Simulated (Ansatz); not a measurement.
**SnO (model cell, started as zinc blende): a soft mode frozen in**

Aim: this structure of SnO (model cell, started as zinc blende) is to be tested for unstable modes, and one is followed downhill.

Main program and level: Ansatz 0.2.0; DFT LDA, scalar-relativistic, plane waves, PAW.

The structure was built from a prototype and need not be the compound's stable phase.

### 1. The system as given

Symmetry: F-43m, No. 216, cubic system. The conventional cell has a = 5.323 Å, b = 5.323 Å, c = 5.323 Å, α = 90.00°, β = 90.00°, γ = 90.00°. Nearest to Sn lie 4 O at 2.30 Å. Nearest to O lie 4 Sn at 2.30 Å. Farther neighbours, and contacts between anions beyond the nearest, are not listed.

Structure file:

```cif
data_structure
_symmetry_space_group_name_H-M 'F-43m'
_symmetry_Int_Tables_number 216
_cell_length_a 5.3230
_cell_length_b 5.3230
_cell_length_c 5.3230
_cell_angle_alpha 90.000
_cell_angle_beta 90.000
_cell_angle_gamma 90.000
_cell_volume 150.82
loop_
_atom_site_label
_atom_site_type_symbol
_atom_site_symmetry_multiplicity
_atom_site_Wyckoff_symbol
_atom_site_fract_x
_atom_site_fract_y
_atom_site_fract_z
_atom_site_occupancy
Sn1 Sn 4 a 0.00000 0.00000 0.00000 1
O1 O 4 d 0.25000 0.25000 0.75000 1
```

### 2. Response at finite wavevector

Stability and thermal properties need the whole zone. Linear response on a 4×4×4 q mesh gives force constants as far as a supercell of that size would.

Contents of input.yaml:

```yaml
crystal:
  lattice:
    - [0.0, 2.6614960121, 2.6614960121]
    - [2.6614960121, 0.0, 2.6614960121]
    - [2.6614960121, 2.6614960121, 0.0]
  atoms:
    - { symbol: Sn, position: [0.0, 0.0, 0.0] }
    - { symbol: O, position: [0.25, 0.25, 0.25] }
kpoints:
  mp_grid: { grid: [12, 12, 12] }
hamiltonian:
  xc: lda
scf:
  occupations: { method: methfessel_paxton, width: 0.15 }
output:
  eigenvalues: true
phonons:
  method: dfpt
  qmesh: [4, 4, 4]
  temperatures: { t_max: 1000, t_step: 50 }
  qpath:
    path:
      - [[0.0, 0.0, 0.0], [-0.5, -0.5, 0.0], [-0.375, -0.375, 0.25]]
      - [[-0.375, 0.0, 0.375], [0.0, 0.0, 0.0], [0.0, 0.0, 0.5], [-0.5, -0.25, 0.25], [-0.5, -0.5, 0.0]]
    npoints: 10
```

Launch:

```
$ ansatz run input.yaml --threads 4 --pin off --max-ram 7168MiB --backend cpu --events-out ev --progress --plain --runs-dir out
```

Log:

```text
Warning: phonons: the dynamical matrix that this run interpolates holds no multipole term above the dipole-dipole one, and a site of this crystal is no centre of inversion, so its interpolated transverse optical and acoustic branches and sound speeds can stay off near Gamma, and the density of states and the thermodynamics with them. What a run solves at a wave vector of phonons.qpoints, Gamma apart, where the deck admits one, is free of this, and under fd what a larger phonons.supercell samples
Engine: ansatz 0.2.0, aarch64-unknown-linux-gnu
Pseudopotentials: kind: paw
Pseudopotential: Sn, paw, valence charge 14, recommended cutoff 420 eV (normal), Sn.paw.azcp
Pseudopotential: O, paw, valence charge 6, recommended cutoff 420 eV (normal), O.paw.azcp
Functional definition: SPW92
  exchange = slater_x
  correlation = pw_c
Crystal: 2 atoms, lattice volume = 37.706 Å³
Basis set: ecut = 420 eV, 725 PW (Γ), exchange–correlation on 54×54×54 points (8 copies of the dense FFT grid, shifted against one another)
Bands: 14, of which v1, the nominal top of the filled ones, is band 10 counted from 1 (9 counted from 0)
Symmetry: 24 space group operations
k-points: 72 of 1728 (time reversal used)
Non-local potential: Sn, projectors of the file, l = 0: 2, l = 1: 2, l = 2: 2, l = 3: 2
Non-local potential: O, projectors of the file, l = 0: 2, l = 1: 2, l = 2: 1
PAW form: soft (Blöchl's): semilocal exchange-correlation on the pseudo side does not see the compensation charge
PAW frozen core: Sn, regenerated for the run's functional, and the local potential with it (the file was generated under x = pbe(κ = 0.804, μ = 0.219515), c = pbe(β = 0.066725))
PAW frozen core: O, regenerated for the run's functional, and the local potential with it (the file was generated under x = pbe(κ = 0.804, μ = 0.219515), c = pbe(β = 0.066725))
PAW one-centre angular grid: Sn, 590 points (default); XC on 64 Gauss nodes
PAW one-centre angular grid: O, 110 points (default); XC on 64 Gauss nodes
Initial density: superposition of atomic densities (neutral atoms: chi_scale 0, normalization atom), corrected by the library's trained network
Initial wavefunctions: pseudopotential atomic-orbital guess
Functional: x = slater, c = lda
SCF iter   1: F=—  HF=-6433.890359 eV  |F-HF|=—  |Δ(HF+E_count)|=         —  Δρ=2.38e-2  dr2=2.35e-1  ethr=1.77e-3  ⟨swp⟩=5.0  Hψ=5455  notcnv=0
preconditioner: auto → Kerker (q_TF=auto, 2.455 Å⁻¹)  [metal: Δε(μ)=0.080 eV  Ē_g=19.025 eV  σ=0.150 eV  W_gap=0.42  n_scr=14 (ndim 8)  ℏωp=27.0 eV  f_vac=0.021  D(μ)=0.58/eV (n_scr^D=0)]
SCF iter   2: F=—  HF=-6433.848691 eV  |F-HF|=—  |Δ(HF+E_count)|=   4.17e-2  S|Δr|=    0.00e0  Δρ=1.01e-2  dr2=2.07e-2  ethr=1.17e-3  ⟨swp⟩=2.3  Hψ=2000  notcnv=0
SCF iter   3: F=—  HF=-6433.844016 eV  |F-HF|=—  |Δ(HF+E_count)|=   4.68e-3  S|Δr|=    0.00e0  Δρ=2.58e-3  dr2=1.88e-3  ethr=1.03e-4  ⟨swp⟩=2.1  Hψ=1211  notcnv=0
SCF iter   4: F=—  HF=-6433.843363 eV  |F-HF|=—  |Δ(HF+E_count)|=   6.53e-4  S|Δr|=    0.00e0  Δρ=5.41e-4  dr2=2.26e-4  ethr=9.39e-6  ⟨swp⟩=2.1  Hψ=1734  notcnv=0
SCF iter   5: F=—  HF=-6433.843311 eV  |F-HF|=—  |Δ(HF+E_count)|=   5.16e-5  S|Δr|=    0.00e0  Δρ=1.58e-4  dr2=1.03e-5  ethr=1.13e-6  ⟨swp⟩=1.0  Hψ=1008  notcnv=0
SCF iter   6: F=—  HF=-6433.843312 eV  |F-HF|=—  |Δ(HF+E_count)|=   6.78e-7  S|Δr|=    0.00e0  Δρ=5.56e-5  dr2=1.21e-6  ethr=5.14e-8  ⟨swp⟩=2.9  Hψ=1802  notcnv=0
SCF iter   7: F=—  HF=-6433.843311 eV  |F-HF|=—  |Δ(HF+E_count)|=   4.78e-7  S|Δr|=    0.00e0  Δρ=9.91e-6  dr2=4.78e-8  ethr=6.04e-9  ⟨swp⟩=2.4  Hψ=1756  notcnv=0
SCF iter   8: F=—  HF=-6433.843311 eV  |F-HF|=—  |Δ(HF+E_count)|=   1.34e-8  S|Δr|=    0.00e0  Δρ=2.28e-6  dr2=2.59e-9  ethr=2.39e-10  ⟨swp⟩=2.0  Hψ=1245  notcnv=0
SCF iter   9: F=—  HF=-6433.843311 eV  |F-HF|=—  |Δ(HF+E_count)|=  9.81e-10  S|Δr|=    0.00e0  Δρ=7.55e-7  dr2=3.15e-10  ethr=1.30e-11  ⟨swp⟩=1.4  Hψ=1080  notcnv=0
SCF iter  10: F=-6433.843311 eV  HF=-6433.843311 eV  |F-HF|=4.55e-12  |Δ(HF+E_count)|=  5.46e-12  S|Δr|=    0.00e0  Δρ=1.03e-7  dr2=4.81e-12  ethr=1.00e-12  ⟨swp⟩=4.6  Hψ=4449  notcnv=0
the search or the solves at the SCF's close seem to have found levels that the self-consistency loop had missed (the run counts 1). By its estimate they hold under 1e-12 electrons; where the run keeps them, the occupations were computed again with them
SCF 1 converged in 10 iterations: F = -6433.843311 eV  dr2 = 4.81e-12
  greatest PAW one-centre occupation: 0.993 electrons in one spin orbital (limit 2), on the Sn atom at site 0 (counted from 0), in its partial waves of l = 2
Initial density: read from a saved state, or passed on in memory by an earlier SCF of this step, an earlier step, the calling program or the single point that the run made first
iter 1 solved again at ethr=1.54e-7 eV; its pass at ethr=3.10e-3 eV (dr2=3.08e-5 eV) is discarded
SCF iter   1: F=—  HF=-6433.843311 eV  |F-HF|=—  |Δ(HF+E_count)|=         —  Δρ=4.16e-7  dr2=4.03e-11  ethr=1.54e-7  ⟨swp⟩=2.6  Hψ=7893  notcnv=0
eigensolver tolerance schedule: the retry pair's looser diagonalisation over-reported the residual by 764006.62 of it (diagonalisation noise at an unbounded share of the residual, at the tolerance the schedule requests for it); recorded, not acted on — ethr = c·dr2/N_el stays at c = 1.0e-1
preconditioner: auto → Kerker (q_TF=auto, 2.455 Å⁻¹)  [metal: Δε(μ)=0.070 eV  Ē_g=19.138 eV  σ=0.150 eV  W_gap=0.38  n_scr=14 (ndim 8)  ℏωp=27.0 eV  f_vac=0.020  D(μ)=0.53/eV (n_scr^D=0)]
SCF iter   2: F=—  HF=-6433.843311 eV  |F-HF|=—  |Δ(HF+E_count)|=   2.51e-8  S|Δr|=    0.00e0  Δρ=2.35e-7  dr2=1.49e-11  ethr=1.00e-12  ⟨swp⟩=3.4  Hψ=2508  notcnv=0
SCF iter   3: F=-6433.843311 eV  HF=-6433.843311 eV  |F-HF|=1.82e-12  |Δ(HF+E_count)|=  7.28e-12  S|Δr|=    0.00e0  Δρ=1.30e-7  dr2=2.77e-12  ethr=1.00e-12  ⟨swp⟩=3.1  Hψ=3033  notcnv=0
SCF 2 converged in 3 iterations: F = -6433.843311 eV  dr2 = 2.77e-12
phonons: the bands overlap, so this run is a metal and interpolates without the dipole-dipole term. If the crystal is really an insulator or semiconductor, its LO-TO splitting is missing
NSCF: frozen V_eff on 72 k-points
WARN: eigensolver did not converge in 3 slots of this pass, the one above among them; of largest residual over every band (k=17): 1 band(s) unlocked (lowest unlocked band 13, counted from 0; max residual 2.77e-4 eV among the unlocked bands, 2.77e-4 eV over every band); of lowest unlocked band (k=7): band 13
NSCF: frozen V_eff on 163 k-points
DFPT response loops at q = (0, 0, 0) (fractional): preconditioner auto → Kerker (q_TF=auto, 2.455 Å⁻¹) (partly filled bands, converged f_vac=0.020); β = 1.00, the filter's whole step (`scf.mixing.beta` (0.50) is not read by the response loops under this deck's `scf.mixing.preconditioner`; to damp them name `kerker` or `kerker_dos`, under which they read `scf.mixing.beta`, and type it under 1.00, their step now; both keys bind the ground state too); Broyden in place of MSR1
NSCF: frozen V_eff on 1872 k-points
DFPT response loops at q = (0, 0, 0.25) (fractional): mixed as the last ones told, above
NSCF: frozen V_eff on 952 k-points
DFPT response loops at q = (0, 0, -0.5) (fractional): mixed as the last ones told, above
NSCF: frozen V_eff on 1020 k-points
DFPT response loops at q = (0, 0.25, 0.25) (fractional): mixed as the last ones told, above
NSCF: frozen V_eff on 3456 k-points
DFPT response loops at q = (0, 0.25, -0.5) (fractional): mixed as the last ones told, above
NSCF: frozen V_eff on 1872 k-points
DFPT response loops at q = (0, 0.25, -0.25) (fractional): mixed as the last ones told, above
NSCF: frozen V_eff on 560 k-points
DFPT response loops at q = (0, -0.5, -0.5) (fractional): mixed as the last ones told, above
NSCF: frozen V_eff on 1020 k-points
DFPT response loops at q = (0.25, -0.5, -0.25) (fractional): mixed as the last ones told, above
SCF converged after 10 iterations
Stability not checked: this state was not tested for a lower state beside it, because cold or Methfessel-Paxton smearing, or corrected tetrahedra, fill the levels in a way that the test cannot read (fill_not_monotonic; see scf.lower_state_search)
Free energy (F): -6433.843311 eV
Harris-Foulkes:  -6433.843311 eV  (|F-HF|=4.55e-12)
Internal energy: -6433.842799 eV  (E = F + TS)
E sigma→0 (E₀):  -6433.843183 eV
Entropy (-TS):   -0.000512 eV (-0.256 meV/atom)
Fermi energy:    8.968996 eV
--- Per-component energies (eV) ---
  E_band       = -112.457607
  E_kinetic    = 360.100604
  E_local      = -1293.792528  (includes V_loc(G=0)·N_el)
  E_nonlocal   = 21.595883
  E_hartree    = 689.429655
  E_xc         = -451.938913
  E_vxc        = -192.125539  (∫ρ·V_xc dr)
  E_paw        = -4138.800576  (= ΣΔE_a)
  E_vpaw       = -387.097627  (= ΣTr[D̂ρ^β])
  E_aug_tail   = 0.002342  (compensation charges beyond the density's cutoff)
  E_ewald      = -1620.961085
  E_core_change = 0.521820  (= ΣΔE_core)
  E_smearing   = -0.000512  (= −TS)
  E_closure    = -0.000000  (closes the sum)
  Σ components = -6433.843311   (vs F -6433.843311, Δ=0.00e0)
--- Band table (eV; the first three rows and the last of 72) ---
  k-point 0: bands = [... 6 lower, 2.6214, 5.0252, 5.0252, 5.0252, 13.4979, 13.4979, 13.4979, 18.2699]
  k-point 1: bands = [... 6 lower, 2.4352, 4.9912, 4.9912, 5.1947, 13.0497, 13.5380, 13.5380, 18.7494]
  k-point 2: bands = [... 6 lower, 1.9970, 4.9013, 4.9013, 5.5764, 12.1854, 13.6255, 13.6255, 18.7132]
  k-point 71: bands = [... 6 lower, 0.9315, 3.3353, 3.3690, 9.0671, 10.1895, 11.6453, 13.3996, 16.9251]
--- Phonons (Γ-DFPT): 2 representative perturbations + reference (Σ response iterations 6) ---
  ASR residual: 8.668e-5 → 0.000e0 eV/Å²; symmetrization residual: 2.148e-6 eV/Å²
  ASR residual per site (eV/Å²): 1.92e-5 8.67e-5
  Γ frequencies (cm⁻¹): 0.00 0.00 0.00 218.05 218.05 218.05
--- Phonons (arbitrary-q DFPT): 8 irreducible q on the 4×4×4 mesh ---
  q = [0.0000, 0.0000, 0.0000] (star 1, of the zone-centre solve; hermiticity 1.74e-6, symmetrization 1.35e-12): -0.00 -0.00 0.00 218.05 218.05 218.05
  q = [0.0000, 0.0000, 0.2500] (star 8, 2 solved perturbations on 936 of 1728 k-point pairs; hermiticity 1.08e-6, symmetrization 4.64e-13): -28.80 -28.80 0.09 159.20 202.03 202.03
  q = [0.0000, 0.0000, -0.5000] (star 4, 2 solved perturbations on 476 of 1728 k-point pairs; hermiticity 5.76e-7, symmetrization 4.63e-12): -38.91 -38.91 -34.56 160.81 171.26 171.26
  q = [0.0000, 0.2500, 0.2500] (star 6, 4 solved perturbations in 1608 linear systems a pass and spin channel, the states on 510 of 1728 k-point pairs; hermiticity 5.50e-7, symmetrization 2.95e-13): -157.67 -157.67 -156.66 114.72 118.06 118.06
  q = [0.0000, 0.2500, -0.5000] (star 24, 4 solved perturbations in 5328 linear systems a pass and spin channel, the states on 1728 of 1728 k-point pairs; hermiticity 3.53e-7, symmetrization 1.01e-12): -221.19 -162.30 72.79 114.63 142.30 161.48
  q = [0.0000, 0.2500, -0.2500] (star 12, 4 solved perturbations in 2892 linear systems a pass and spin channel, the states on 936 of 1728 k-point pairs; hermiticity 7.16e-7, symmetrization 1.62e-12): -213.93 -97.54 -65.12 132.63 149.52 163.89
  q = [0.0000, -0.5000, -0.5000] (star 3, 4 solved perturbations in 886 linear systems a pass and spin channel, the states on 280 of 1728 k-point pairs; hermiticity 3.40e-7, symmetrization 1.12e-12): -258.80 -239.06 -239.06 106.26 106.26 145.95
  q = [0.2500, -0.5000, -0.2500] (star 6, 4 solved perturbations in 1544 linear systems a pass and spin channel, the states on 510 of 1728 k-point pairs; hermiticity 3.03e-7, symmetrization 7.47e-13): -249.97 -200.64 -184.25 108.70 113.37 153.56
  sum rule: each row above includes the acoustic sum rule's correction from the zone centre's row sums; it moved no ω² by more than (1.21 cm⁻¹)²
  mesh force constants: q→R imaginary residual 7.43e-19; ASR residual 8.668e-5 → 0.000e0 eV/Å²; symmetrization residual 8.882e-16 eV/Å²
  interpolated dispersion: 62 rows × 6 modes
  density of states and harmonic sums: on the 20×20×20 q-mesh, interpolated from the force constants of a 4×4×4 supercell (no non-analytic term)
  largest difference from the sums on the solved wave vectors: F 6.32e-2 eV, S 7.07e-5 and C_V 7.46e-6 eV/K
  zero-point energy: 0.027926 eV/cell   skipped modes (ω ≤ 0): 667, of them read as no rigid motion or as one in doubt: 664 (2.587e0 modes/cell left out, lowest -263.60 cm⁻¹)   left out of the sums: 4.31e-1 of the cell's modes: C_V's classical limit lies that fraction below 3 k_B per atom; for a crystal, a wire or a layer, F and S can be off by more, and a phonons.interpolated_qmesh denser along its periods is the remedy for the sampling
```

Run time: 3.2 min. Hardware: 4 threads of Arm Neoverse V2, shared host; peak memory 2.2 GiB.

Reading the cycles: dr2 is the Hartree energy of the density residual (eV), the measure of convergence; HF is the Harris–Foulkes estimate of the energy, which meets the free energy F at convergence.

This step gave:

```yaml
volume_per_atom: 18.85 Å³
gap_on_the_k_mesh: 0 eV
sum_rule_residual_before_enforcement: 8.67e-5 eV/Å²
lowest_frequency_on_the_path: -263.6 cm⁻¹
point_group: -43m
highest_frequency_on_path_mesh_or_solved_points: 218.4 cm⁻¹
highest_optical_mode_at_the_zone_centre_no_lo_to_term: 218.1 cm⁻¹
lowest_optical_zone_centre_mode: 218.1 cm⁻¹
lowest_mode_on_the_q_mesh_acoustic_modes_at_gamma_apart: -258.8 cm⁻¹
```

Frequencies (cm⁻¹) solved at each irreducible wavevector; negative means imaginary. Frequencies by wavevector, by row:

| q in reciprocal lattice units | star | mode 1 | mode 2 | mode 3 | mode 4 | mode 5 | mode 6 |
| --- | --- | --- | --- | --- | --- | --- | --- |
| 0 0 0 | 1 | 0 | 0 | 0 | 218.1 | 218.1 | 218.1 |
| 0 0 0.25 | 8 | -28.8 | -28.8 | 0.1 | 159.2 | 202 | 202 |
| 0 0 -0.5 | 4 | -38.9 | -38.9 | -34.6 | 160.8 | 171.3 | 171.3 |
| 0 0.25 0.25 | 6 | -157.7 | -157.7 | -156.7 | 114.7 | 118.1 | 118.1 |
| 0 0.25 -0.5 | 24 | -221.2 | -162.3 | 72.8 | 114.6 | 142.3 | 161.5 |
| 0 0.25 -0.25 | 12 | -213.9 | -97.5 | -65.1 | 132.6 | 149.5 | 163.9 |
| 0 -0.5 -0.5 | 3 | -258.8 | -239.1 | -239.1 | 106.3 | 106.3 | 145.9 |
| 0.25 -0.5 -0.25 | 6 | -250 | -200.6 | -184.2 | 108.7 | 113.4 | 153.6 |

Interpolated from a 4×4×4 q mesh. The phonon branches at the labelled points (cm⁻¹):

```csv
point,branch 1,branch 2,branch 3,branch 4,branch 5,branch 6
Γ,0,0,0,218,218,218
halfway,-158,-158,-157,115,118,118
X,-259,-239,-239,106,106,146
halfway,-257,-226,-195,106,107,149
U,-254,-184,-80,111,111,153
jump to K,-254,-184,-80,111,111,153
halfway,-156,-85,-34,135,160,185
Γ,0,0,0,218,218,218
halfway,-29,-29,0,159,202,202
L,-39,-39,-35,161,171,171
halfway,-203,-96,39,135,142,159
W,-250,-201,-184,109,113,154
halfway,-264,-211,-181,107,109,150
X,-259,-239,-239,106,106,146
```

The phonon branches as a text plot (rows in cm⁻¹):

```
    208 |***                      ***********
    188 |   *                   **  *     *  ***
    168 |  *                   **          **  ********
    148 |    **   **************  **         **    **************
    128 |   *  ***         *******                    ***
    108 |    **************                             *********
     88 |
     68 |
     48 |                                          ****
     28 | **                        **   ***      *
      8 |*                          *****   *
    -13 | *                *     *** *  ****
    -33 |  **                   *   *       *******
    -53 |   *               *  * ***               **  *
    -73 |                 *  **                   *  *
    -93 |    **              *****                    *
   -113 |    **          *  *                      *    *
   -133 |                                              *
   -153 |      *        *  *    *                   *   *
   -173 |       *                                    *   * ***
   -193 |       **     * **    *                         **** *
   -213 |        *      *    **                       **     **
   -233 |         ******    *                           *      **
   -254 |           ********                             ********
         Γ           X  U|K            Γ         L        W     X
```

Symmetry leaves 8 wavevectors to solve. The lowest mode among them, the acoustic zeros apart, lies at q = (0, -0.5, -0.5) and is imaginary, 258.8i cm⁻¹, so the energy falls along it. Between them the interpolated path dips to 264i cm⁻¹.

### 3. The mode frozen in, largest atomic shift 0 Å

The mode followed lies at q = (0.25, -0.5, -0.25) with frequency 250.0i cm⁻¹, one of the unstable modes though not the softest. At small amplitude the pattern taken leaves space group no. 121 by a symmetry search on the positions. The undistorted cell that holds it gives the zero of energy on the same k mesh.

System of this step: SnO (model cell, started as zinc blende). Symmetry: F-43m, No. 216, cubic system. Conventional cell: a = 5.323 Å, b = 5.323 Å, c = 5.323 Å, α = 90.00°, β = 90.00°, γ = 90.00°. Nearest to Sn lie 4 O at 2.30 Å. O has 4 Sn at 2.30 Å nearest. Farther neighbours, and contacts between anions beyond the nearest, are not listed.

Contents of input.yaml:

```yaml
crystal:
  lattice:
    - [0.0, 0.0, -5.3229920242]
    - [5.3229920242, 0.0, 0.0]
    - [2.6614960121, -5.3229920242, -2.6614960121]
  atoms:
    - { symbol: Sn, position: [0.75, 0.25, 0.5] }
    - { symbol: Sn, position: [0.25, 0.75, 0.5] }
    - { symbol: Sn, position: [0.5, 0.5, 0.0] }
    - { symbol: Sn, position: [0.0, 0.0, 0.0] }
    - { symbol: O, position: [0.625, 0.625, 0.25] }
    - { symbol: O, position: [0.125, 0.125, 0.25] }
    - { symbol: O, position: [0.375, 0.875, 0.75] }
    - { symbol: O, position: [0.875, 0.375, 0.75] }
kpoints:
  mp_grid: { grid: [8, 8, 8] }
hamiltonian:
  xc: lda
scf:
  occupations: { method: methfessel_paxton, width: 0.15 }
output:
  forces: true
  stress: true
  eigenvalues: true
```

Log:

```text
[...]
Crystal: 8 atoms, lattice volume = 150.823 Å³
Basis set: ecut = 420 eV, 2913 PW (Γ)
Bands: 48, of which v1, the nominal top of the filled ones, is band 40 counted from 1 (39 counted from 0)
Symmetry: 32 space group operations
[...]
k-points: 59 of 512 (time reversal used)
[...]
k-point 0: bands = [... 36 lower, 5.0240, 8.1814, 8.8634, 9.0661, 9.0661, 10.1890, 10.1890, 11.6448, ... 4 higher]
  k-point 1: bands = [... 36 lower, 5.2085, 8.0645, 9.0178, 9.0386, 9.0386, 9.6811, 9.6811, 12.2271, ... 4 higher]
  k-point 2: bands = [... 36 lower, 5.6602, 7.7703, 8.9358, 8.9358, 8.9695, 8.9695, 9.4158, 12.4189, ... 4 higher]
  k-point 58: bands = [... 36 lower, 7.1216, 7.1216, 7.1216, 7.1216, 10.6681, 10.6681, 10.6681, 10.6681, ... 4 higher]
[key lines of the parts left out:]
SCF converged after 7 iterations
Free energy (F): -25735.369828 eV
Fermi energy:    8.968238 eV
P = ⅓ Tr σ = -0.0347 GPa (-0.347 kbar)
```

It took 10 s on 4 threads; peak memory 0.58 GiB; 41 s of CPU time.

Numbers from this step:

| Quantity | Value |
| --- | --- |
| pressure | -0.03474 GPa |
| energy from the undistorted cell | 0 meV/atom |

The run ends at a pressure of -0.03 GPa.

(Part 1 of 3 ends here.)

[Long decimals in the printed logs are rounded to 6 places.]

[Logs are printed without paths, hosts, clocks, repeated set-up lines and the standing remarks that a program may print on its own settings, such as how far it seeks lower states.]

[Hosts, paths, dates, database ids (printed as entryN), source tags and the programs' standing remarks are cut or masked in the printed files.]

[Where the starting crystal was built by hand or by swapping elements, it need not be the compound's stable phase.]
